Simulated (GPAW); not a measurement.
Consider BaTiO3 (P4mm).

```cif
data_structure
_symmetry_space_group_name_H-M 'P 1'
_symmetry_Int_Tables_number 1
_cell_length_a 3.9998
_cell_length_b 3.9998
_cell_length_c 4.0180
_cell_angle_alpha 90.000
_cell_angle_beta 90.000
_cell_angle_gamma 90.000
_cell_volume 64.28
loop_
_atom_site_label
_atom_site_type_symbol
_atom_site_fract_x
_atom_site_fract_y
_atom_site_fract_z
_atom_site_occupancy
Ba1 Ba 0.00000 0.00000 0.00000 1
Ti2 Ti 0.50000 0.50000 0.49000 1
O3 O 0.00000 0.50000 0.51700 1
O4 O 0.50000 0.00000 0.51700 1
O5 O 0.50000 0.50000 0.01900 1
```

Absorber: atom 2, with 1 O at 1.89 Å, 4 O at 2.00 Å and 1 O at 2.13 Å (distorted octahedral, site symmetry 4mm). Method: GPAW, LDA + U (Ti 2 eV), full core hole (charged cell), 10-atom cell with 5.7 Å between holes, 6×6×6 k points, dipole transitions, Gaussian full width 0.94 eV up to 4 eV, rising linearly to 3.5 eV at 25 eV.

The database entry behind the starting cell differs from later determinations by our own check (c/a about 0.6 % short), so it need not match the best structure at ambient conditions.

**Question.** Where do the maxima of the Ti K edge fall?

Main maxima up to 30 eV above the zero (height): 2.5 eV (0.24), 5.3 eV (0.63), 7.8 eV (0.22), 14.3 eV (2.65), 19.5 eV (2.26) and 26.2 eV (2.06). A K edge sees empty p states. The first eV above the zero hold little dipole weight, as the lowest empty bands are of d character; the main edge, of 4p character, rises through 0.6 near 12 eV above the zero. The total-energy difference plus the lowest empty eigenvalue puts the zero at 4971.38 eV. One term is added: -22.68 eV, since the hole is spin-paired here and a spin-polarised one costs that much less in the free atom (computed apart). The photon energy is then 4948.70 eV. The tabulated edge of the element is 4966 eV. The functional and the charged cell's background leave an error in such absolute values: in the free atom LDA prices this hole 13.2 eV below PBE (computed apart), and PBE is itself good to a few eV.

The Ti K spectrum (energy from the lowest empty level; intensity scaled to a mean of 1 over the first 20 eV; polarised curves are means over the symmetry-equivalent atoms):

| E (eV) | isotropic | ε ⊥ c | ε ∥ c |
| --- | --- | --- | --- |
| -2.0 | 0.00 | 0.00 | 0.00 |
| -1.0 | 0.00 | 0.00 | 0.00 |
| 0.0 | 0.01 | 0.01 | 0.00 |
| 1.0 | 0.01 | 0.01 | 0.01 |
| 2.0 | 0.14 | 0.05 | 0.32 |
| 3.0 | 0.17 | 0.13 | 0.25 |
| 4.0 | 0.03 | 0.03 | 0.04 |
| 5.0 | 0.55 | 0.51 | 0.63 |
| 6.0 | 0.31 | 0.30 | 0.34 |
| 7.0 | 0.17 | 0.18 | 0.15 |
| 8.0 | 0.21 | 0.22 | 0.20 |
| 9.0 | 0.18 | 0.19 | 0.17 |
| 10.0 | 0.16 | 0.16 | 0.16 |
| 11.0 | 0.28 | 0.27 | 0.28 |
| 12.0 | 0.86 | 0.83 | 0.93 |
| 13.0 | 2.03 | 1.95 | 2.19 |
| 14.0 | 2.63 | 2.60 | 2.70 |
| 15.0 | 2.57 | 2.61 | 2.49 |
| 16.0 | 2.32 | 2.36 | 2.23 |
| 17.0 | 2.03 | 2.06 | 1.96 |
| 18.0 | 2.00 | 2.04 | 1.93 |
| 19.0 | 2.22 | 2.27 | 2.12 |
| 20.0 | 2.22 | 2.27 | 2.10 |
| 21.0 | 1.95 | 2.00 | 1.84 |
| 22.0 | 1.75 | 1.80 | 1.66 |
| 23.0 | 1.76 | 1.80 | 1.69 |
| 24.0 | 1.88 | 1.91 | 1.81 |
| 25.0 | 2.00 | 2.03 | 1.93 |
| 26.0 | 2.06 | 2.10 | 1.99 |
| 27.0 | 2.02 | 2.06 | 1.95 |
| 28.0 | 1.84 | 1.87 | 1.76 |
| 29.0 | 1.56 | 1.59 | 1.50 |
| 30.0 | 1.34 | 1.36 | 1.29 |
| 31.0 | 1.24 | 1.26 | 1.21 |
| 32.0 | 1.22 | 1.23 | 1.18 |

Quadrupole 1s→3d transitions, which feed the pre-edge, are not in the dipole spectrum. The holes are only 5.7 Å apart, so the shape is probably not converged with cell size; no larger cell was run here. The mesh is coarse (0.26 Å⁻¹ between points), so small maxima may be mesh ripples. Lifetime broadening is put in by hand, and intensities beyond about 20 eV depend on it and on the partial waves. The structure is a published determination, not relaxed.

[Banner, clock and machine lines of the logs are left out without a mark of their own.]

[Logs are printed without paths, hosts, clocks, repeated set-up lines and the standing remarks that a program may print on its own settings, such as how far it seeks lower states.]

[Hosts, paths, dates, database ids (printed as entryN), source tags and the programs' standing remarks are cut or masked in the printed files.]

[Lists of maxima count a maximum above −3 eV only where it reaches 4 % of the highest in the window and stands out from its surroundings by 2 % of it (1.5 % where it reaches 55 %); shoulders and weaker maxima are passed over, and of the rest the first, up to two pre-edge ones and the few strongest are named.]
